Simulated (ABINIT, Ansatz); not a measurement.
# How the form of the self-energy moves the gap of Rb2AlTlH6 (Fm-3m), part 2 of 2

How much does the gap of Rb2AlTlH6 (Fm-3m) depend on the approximation to the self-energy?

ABINIT 10.8.3; LDA and many-body steps on it, plane waves. Known limits of the many-body steps: not at the basis limit; exchange with frozen shells missing; no spin-orbit coupling; coarse k mesh.

So far. Step 5 (G0W0, Hybertsen-Louie plasmon pole): Against G0W0 in ABINIT (2×2×2 mesh, 128 bands, screening to 114.3 eV, Godby-Needs plasmon pole), the gap moves by +0.045 eV. Step 6 (G0W0, Engel-Farid plasmon pole): Against G0W0 in ABINIT (2×2×2 mesh, 128 bands, screening to 114.3 eV, Godby-Needs plasmon pole), the gap moves by −0.003 eV.

### Step 7. One-shot COHSEX

This step: one-shot COHSEX on LDA, plane waves, norm-conserving pseudopotentials.

File run.abi:

```
acell 3*1.0 Angstrom
rprim 
  0.000000000000 4.343365000000 4.343365000000
  4.343365000000 -0.000000000000 4.343365000000
  4.343365000000 4.343365000000 -0.000000000000
ntypat 4
znucl 37 13 81 1
natom 10
typat 1 1 2 3 4 4 4 4 4 4
xred 
  0.250000000000 0.250000000000 0.250000000000
  0.750000000000 0.750000000000 0.750000000000
  0.500000000000 0.500000000000 0.500000000000
  0.000000000000 0.000000000000 -0.000000000000
  0.294156000000 0.705844000000 0.705844000000
  0.294156000000 0.705844000000 0.294156000000
  0.705844000000 0.294156000000 0.705844000000
  0.705844000000 0.705844000000 0.294156000000
  0.294156000000 0.294156000000 0.705844000000
  0.705844000000 0.294156000000 0.294156000000
pp_dirpath "pseudos"
pseudos "Rb.upf, Al.upf, Tl.upf, H.upf"
ecut 31
ngkpt 2 2 2
nshiftk 1
shiftk 0 0 0
kptopt 1
chksymbreak 0
istwfk *1
occopt 1
irdwfk 1
optdriver 4
nband 128
gwcalctyp 7
ecutsigx 31
symsigma 1
nkptgw 3
kptgw 
  0.5000000000 0.5000000000 0.0000000000
  0.5000000000 0.0000000000 0.0000000000
  0.0000000000 0.0000000000 0.0000000000
bdgw 
  19 22
  18 23
  19 23
ecuteps 4.2
irdscr 1
indata_prefix "in"
outdata_prefix "out"
tmpdata_prefix "tmp"
```

Started as:

```
OMP_NUM_THREADS=1 mpirun -n 4 abinit run.abi > log
```

Numbers of over 12 decimals in the logs are rounded to 6 here.

Output:

```text
.Version 10.8.3 of ABINIT. v10.8.2 released Aug 2026.

 Symmetries : space group Fm -3 m (#225); Bravais cF (face-center cubic)
[... echo of the input left out ...]
== DATASET  1 ==================================================================
-   mpi_nproc: 4, omp_nthreads: 1 (-1 if OMP is not activated)

--- !DatasetInfo
iteration_state: {dtset: 1, }
dimensions: {natom: 10, nkpt: 3, mband: 128, nsppol: 1, nspinor: 1, nspden: 1, mpw: 9185, }
cutoff_energies: {ecut:  31.0, pawecutdg:  -1.0, }
[...]
Minimum direct gap =   3.8914 [eV], located at k-point      :   0.5000  0.5000  0.0000
   Fundamental gap    =   2.3658 [eV], Top of valence bands at :   0.5000  0.5000  0.0000
                                       Bottom of conduction at :   0.5000  0.0000  0.0000

== END DATASET(S) ==============================================================
================================================================================

 -outvars: echo values of variables after computation  --------
           etotal      0.0000000000E+00
            nband         128
             nkpt           3
          spgroup         225
 [... the other variables as echoed above ...]

 Calculation completed.
```

Run time: 6 s. Hardware: 4 MPI ranks of Arm Neoverse V1, shared host; peak memory 0.34 GiB.

Numbers from this step:

```
quasiparticle gap on the points computed              : 2.366 eV
starting gap on the mesh                              : 0.4014 eV
k of the valence top                                  : 0.5, 0.5, 0
k of the conduction bottom                            : 0.5, 0, 0
least direct quasiparticle gap on the computed points : 3.892 eV
```

Against G0W0 in ABINIT (2×2×2 mesh, 128 bands, screening to 114.3 eV, Godby-Needs plasmon pole), the gap moves by +0.945 eV.

### Step 8. One-shot Hartree-Fock

This step: one-shot Hartree-Fock on LDA, plane waves, norm-conserving pseudopotentials.

run.abi, as its differences from that of step 7:

```diff
@@ -32,4 +32,4 @@
 optdriver 4
-nband 128
-gwcalctyp 7
+nband 24
+gwcalctyp 5
 ecutsigx 31
@@ -45,4 +45,4 @@
   19 23
-ecuteps 4.2
-irdscr 1
+ixc_sigma 40
+fftgw 31
 indata_prefix "in"
```

Output:

```text
.Version 10.8.3 of ABINIT. v10.8.2 released Aug 2026.

 Symmetries : space group Fm -3 m (#225); Bravais cF (face-center cubic)
[... echo of the input left out ...]
== DATASET  1 ==================================================================
-   mpi_nproc: 4, omp_nthreads: 1 (-1 if OMP is not activated)

--- !DatasetInfo
iteration_state: {dtset: 1, }
dimensions: {natom: 10, nkpt: 3, mband: 24, nsppol: 1, nspinor: 1, nspden: 1, mpw: 9185, }
cutoff_energies: {ecut:  31.0, pawecutdg:  -1.0, }
[...]
Minimum direct gap =   7.4813 [eV], located at k-point      :   0.5000  0.5000  0.0000
   Fundamental gap    =   5.9385 [eV], Top of valence bands at :   0.5000  0.5000  0.0000
                                       Bottom of conduction at :   0.5000  0.0000  0.0000

== END DATASET(S) ==============================================================
================================================================================

 -outvars: echo values of variables after computation  --------
           etotal      0.0000000000E+00
            nband          24
             nkpt           3
          spgroup         225
 [... the other variables as echoed above ...]

 Calculation completed.
```

The job ended after 5.9 s (4 MPI ranks; peak memory 0.31 GiB).

This step gave:

- quasiparticle gap on the points computed: 5.939 eV
- starting gap on the mesh: 0.4014 eV
- k of the valence top: 0.5, 0.5, 0
- k of the conduction bottom: 0.5, 0, 0
- least direct quasiparticle gap on the computed points: 7.482 eV

Against G0W0 in ABINIT (2×2×2 mesh, 128 bands, screening to 114.3 eV, Godby-Needs plasmon pole), the gap moves by +4.518 eV.

### Step 9. Screening, 2×2×2 mesh, 128 bands, screening to 114.3 eV

This step: RPA screening on LDA, plane waves, norm-conserving pseudopotentials.

run.abi, as its differences from that of step 8:

```diff
@@ -31,18 +31,14 @@
 irdwfk 1
-optdriver 4
-nband 24
-gwcalctyp 5
-ecutsigx 31
-symsigma 1
-nkptgw 3
-kptgw 
-  0.5000000000 0.5000000000 0.0000000000
-  0.5000000000 0.0000000000 0.0000000000
-  0.0000000000 0.0000000000 0.0000000000
-bdgw 
-  19 22
-  18 23
-  19 23
-ixc_sigma 40
-fftgw 31
+optdriver 3
+nband 128
+ecuteps 4.2
+inclvkb 2
+awtr 1
+symchi 1
+gwcalctyp 2
+nfreqre 16
+freqremax 40 eV
+nfreqim 8
+spmeth 1
+nomegasf 120
 indata_prefix "in"
```

Output:

```text
.Version 10.8.3 of ABINIT. v10.8.2 released Aug 2026.

 Symmetries : space group Fm -3 m (#225); Bravais cF (face-center cubic)
[... echo of the input left out ...]
== DATASET  1 ==================================================================
-   mpi_nproc: 4, omp_nthreads: 1 (-1 if OMP is not activated)

--- !DatasetInfo
iteration_state: {dtset: 1, }
dimensions: {natom: 10, nkpt: 3, mband: 128, nsppol: 1, nspinor: 1, nspden: 1, mpw: 9185, }
cutoff_energies: {ecut:  31.0, pawecutdg:  -1.0, }
electrons: {nelect:   4.00000000E+01, charge:   0.00000000E+00, occopt:   1.00000000E+00, tsmear:   1.00000000E-02, }

 SCREENING: Calculation of the susceptibility and dielectric matrices

 Based on a program developped by R.W. Godby, V. Olevano, G. Onida, and L. Reining.
 Incorporated in ABINIT by V. Olevano, G.-M. Rignanese, and M. Torrent.
.Using double precision arithmetic ; gwpc =  8

[... cell and pseudopotentials left out ...]
--------------------------------------------------------------------------------

 ==== K-mesh for the wavefunctions ====
 Number of points in the irreducible wedge :     3
[... list of points left out ...]
 Together with 48 symmetry operations and time-reversal symmetry
 yields     8 points in the full Brillouin Zone.

 ==== Q-mesh for the screening function ====
 Number of points in the irreducible wedge :     3
[... list of points left out ...]
 Together with 48 symmetry operations and time-reversal symmetry
 yields     8 points in the full Brillouin Zone.

 setmesh: FFT mesh size selected  =    40x   40x   40
          total number of points  =        64000

 vcoul_init : cutoff-mode = AUXILIARY_FUNCTION
 q-points for optical limit:   1
     1)      0.000010    0.000020    0.000030

- screening: taking advantage of time-reversal symmetry
- Maximum band index for partially occupied states nbvw = 20
- Remaining bands to be divided among processors   nbcw = 108
- Number of bands treated by each node ~27

 Number of electrons calculated from density =   40.0000; Expected =   40.0000
 average of density, n =  0.036170
 r_s =    1.8758
 omega_plasma =   18.3456 [eV]

 calculating chi0 at frequencies [eV] :
  1    0.000000E+00    0.000000E+00
  2    2.666667E+00    0.000000E+00
  3    5.333333E+00    0.000000E+00
[...]
23    0.000000E+00    4.672315E+01
 24    0.000000E+00    6.578670E+01

--------------------------------------------------------------------------------
  q-point number  1        q = ( 0.000000, 0.000000, 0.000000) [r.l.u.]
--------------------------------------------------------------------------------
[... chi0 elements left out ...]
  [... further frequencies ...]

 No. of calculated frequencies >  15, stop printing
 For q-point:  0.000010 0.000020 0.000030
  dielectric constant =   9.1108
  dielectric constant without local fields =  10.7252

  Average fulfillment of the sum rule on Im[epsilon] for q-point    1 :     71.07  [%]
[... wings left out ...]
  q-point number  2        q = ( 0.500000, 0.000000, 0.000000) [r.l.u.]
--------------------------------------------------------------------------------
[... chi0 elements left out ...]
  [... further frequencies ...]

 No. of calculated frequencies >  15, stop printing
  Average fulfillment of the sum rule on Im[epsilon] for q-point    2 :     79.29  [%]

 [... 1 further q-points ...]
```

The job ended after 35 s (4 MPI ranks; peak memory 2.6 GiB; 2.3 min of CPU time).

This step gave:

- ε∞ with local fields, on this mesh, along the program's q direction: 9.111
- the same without local fields: 10.73
- plasma frequency: 18.35 eV
- plane waves in the screening matrix: 459

### Step 10. G0W0, contour deformation

This step: G0W0 on LDA, plane waves, norm-conserving pseudopotentials.

run.abi, as its differences from that of step 9:

```diff
@@ -31,14 +31,18 @@
 irdwfk 1
-optdriver 3
+optdriver 4
 nband 128
+gwcalctyp 2
+ecutsigx 31
+symsigma 1
+nkptgw 3
+kptgw 
+  0.5000000000 0.5000000000 0.0000000000
+  0.5000000000 0.0000000000 0.0000000000
+  0.0000000000 0.0000000000 0.0000000000
+bdgw 
+  19 22
+  18 23
+  19 23
 ecuteps 4.2
-inclvkb 2
-awtr 1
-symchi 1
-gwcalctyp 2
-nfreqre 16
-freqremax 40 eV
-nfreqim 8
-spmeth 1
-nomegasf 120
+irdscr 1
 indata_prefix "in"
```

Output:

```text
.Version 10.8.3 of ABINIT. v10.8.2 released Aug 2026.

 Symmetries : space group Fm -3 m (#225); Bravais cF (face-center cubic)
[... echo of the input left out ...]
== DATASET  1 ==================================================================
-   mpi_nproc: 4, omp_nthreads: 1 (-1 if OMP is not activated)

--- !DatasetInfo
iteration_state: {dtset: 1, }
dimensions: {natom: 10, nkpt: 3, mband: 128, nsppol: 1, nspinor: 1, nspden: 1, mpw: 9185, }
cutoff_energies: {ecut:  31.0, pawecutdg:  -1.0, }
[...]
Minimum direct gap =   2.8509 [eV], located at k-point      :   0.5000  0.5000  0.0000
   Fundamental gap    =   1.3914 [eV], Top of valence bands at :   0.5000  0.5000  0.0000
                                       Bottom of conduction at :   0.5000  0.0000  0.0000

== END DATASET(S) ==============================================================
================================================================================

 -outvars: echo values of variables after computation  --------
           etotal      0.0000000000E+00
            nband         128
             nkpt           3
          spgroup         225
 [... the other variables as echoed above ...]

 Calculation completed.
```

Wall time 15 s (4 MPI ranks); peak memory 1.7 GiB; 60 s of CPU time.

This step gave:

* G0W0 gap on the points computed: 1.392 eV
* starting gap on the mesh: 0.4014 eV
* k of the valence top: 0.5, 0.5, 0
* k of the conduction bottom: 0.5, 0, 0
* least direct G0W0 gap on the computed points: 2.851 eV

Against G0W0 in ABINIT (2×2×2 mesh, 128 bands, screening to 114.3 eV, Godby-Needs plasmon pole), the gap moves by −0.029 eV.

### Step 11. Side by side

Times are wall times on 4 MPI ranks of Arm Neoverse V1, shared host, good to a factor of about two. A run's time includes the screening step that it read.

| run | mesh | bands | screening cutoff (eV) | DFT gap (eV) | gap on the mesh (eV) | direct (eV) | ε∞ used | time |
| --- | --- | --- | --- | --- | --- | --- | --- | --- |
| G0W0, Godby-Needs plasmon pole | 2×2×2 | 128 | 114.3 | 0.401 | 1.421 | 2.892 | 8.98 | 48 s |
| G0W0, Hybertsen-Louie plasmon pole | 2×2×2 | 128 | 114.3 | 0.401 | 1.466 | 2.986 | 8.98 | 47 s |
| G0W0, Engel-Farid plasmon pole | 2×2×2 | 128 | 114.3 | 0.401 | 1.418 | 2.911 | 8.98 | 36 s |
| one-shot COHSEX | 2×2×2 | 128 | 114.3 | 0.401 | 2.366 | 3.892 | 8.98 | 30 s |
| one-shot Hartree-Fock | 2×2×2 | - | - | 0.401 | 5.939 | 7.482 | - | 5.9 s |
| G0W0, contour deformation | 2×2×2 | 128 | 114.3 | 0.401 | 1.392 | 2.851 | 9.11 | 50 s |

### Step 12. Outcome

| Quantity | Value |
| --- | --- |
| G0W0, Godby-Needs plasmon pole | 1.421 eV |
| G0W0, Hybertsen-Louie plasmon pole | 1.466 eV |
| G0W0, Engel-Farid plasmon pole | 1.418 eV |
| one-shot COHSEX | 2.366 eV |
| one-shot Hartree-Fock | 5.939 eV |
| G0W0, contour deformation | 1.392 eV |
| known limits | not at the basis limit; exchange with frozen shells missing; no spin-orbit coupling; coarse k mesh |

**Reading.** G0W0, Hybertsen-Louie plasmon pole: +0.045 eV against G0W0, Godby-Needs plasmon pole. G0W0, Engel-Farid plasmon pole: −0.003 eV against G0W0, Godby-Needs plasmon pole. One-shot COHSEX: +0.945 eV against G0W0, Godby-Needs plasmon pole. One-shot Hartree-Fock: +4.518 eV against G0W0, Godby-Needs plasmon pole. G0W0, contour deformation: −0.029 eV against G0W0, Godby-Needs plasmon pole. Bare exchange alone opens the gap to 5.94 eV; against G0W0, correlation takes back 4.52 eV. Static COHSEX lies above G0W0: it lacks the factor Z and overstates the Coulomb hole of the filled states. Bands and cutoff are finite, so the gap is not at the basis limit. The miss can reach some tenths of an eV and take either sign; the mesh is an error of its own. The 2×2×2 mesh is coarse for this cell, which bears on the long-range parts of exchange and screening. Where an edge is built on 6p states of lead, bismuth or thallium, scalar-relativistic gaps usually stand too wide, by a few tenths to over one eV. The norm-conserving file of at least one element keeps a d shell over frozen s and p shells of the same row. Exchange with those shells is missing from the self-energy, an error of 0.3 to 0.9 eV in cases checked, whose sign depends on which edge lies on those atoms. The many-body steps are scalar-relativistic: spin-orbit coupling is not in them.

[Paths, hosts, dates, memory and timing lines, banners, echoed tables and standing remarks are left out of the program output.]

[Logs are printed without paths, hosts, clocks, repeated set-up lines and the standing remarks that a program may print on its own settings, such as how far it seeks lower states.]

[Runs of the session that timed out or met a known fault of the program may be left out.]

[Hosts, paths, dates, database ids (printed as entryN), source tags and the programs' standing remarks are cut or masked in the printed files.]

[G0W0 gaps are taken among the corrected bands and points alone; a level outside them can change the order at an edge.]

[Where Ansatz stands beside ABINIT at settings called matched, ABINIT's density can come from a denser mesh and the files from another edition; pairs whose starting gaps differed by over 0.03 eV were left out, so agreement reads better than it is.]
